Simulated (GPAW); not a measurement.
# Surface energy and work function of Na(100) from slabs of 4 to 14 layers (PBE)

How do energy and work function of Na(100) films settle with thickness, and what surface energy follows?

How it was computed: GPAW 26.7.0, plane waves at 450 eV with PAW setups; symmetric 1×1 slabs cut at the tabulated lattice constant (two decimals; low-temperature values for the alkali metals), atoms at bulk places, 7.5 Å of vacuum on each side, one in-plane mesh for all thicknesses, Fermi-Dirac smearing of 0.1 eV. Energies are extrapolated to zero smearing and count from the program's reference atoms. Functional PBE. The cell's area is 17.893 Å².

Results, with one row withheld:

| layers | energy (eV) | work function (eV) |
| --- | --- | --- |
| 4 | −4.7839 | 2.72 |
| 5 | −6.1105 | 2.61 |
| 6 | −7.4431 | 2.68 |
| 7 | −8.7549 | 2.67 |
| 8 | −10.0797 | 2.64 |
| 9 | −11.4031 | 2.67 |
| 10 | −12.7183 | 2.65 |
| 11 | −14.0483 | 2.66 |
| 12 | −15.3627 | 2.66 |
| 14 | ? | ? |

**Question.** What surface energy do these runs give, and what energy and work function should the 14-layer slab have?

A: A slab of n layers has E(n) = nε + 2Aγ once its middle is bulk-like. A line through n = 6 to 12 has the slope ε = −1.3209 eV a layer and the intercept 2Aγ = 0.4863 eV (r.m.s. residual 3.6 meV). So γ = 0.4863 / (2 × 17.893 Å²) = 0.0136 eV/Å² = 0.22 J/m², with a standard error of under 0.01 J/m² from the scatter about the line. For 14 layers: 0.4863 + 14 × (−1.3209) = −18.006 eV; the run gives −18.009 eV, 3.3 meV under the line. The work function has no such law: from 6 to 12 layers it moves between 2.64 and 2.68 eV (mean 2.66), and the 14-layer slab gives 2.66 eV. The thinnest slab, 4 layers, lies +0.06 eV from that mean. The values go up and down with thickness, as expected where levels confined across the film cross the Fermi level one by one.

**Limits.** The surfaces are unrelaxed, so γ is an upper bound for this functional and lattice constant. The tabulated lattice constant isn't the functional's own, which strains the slab a little.
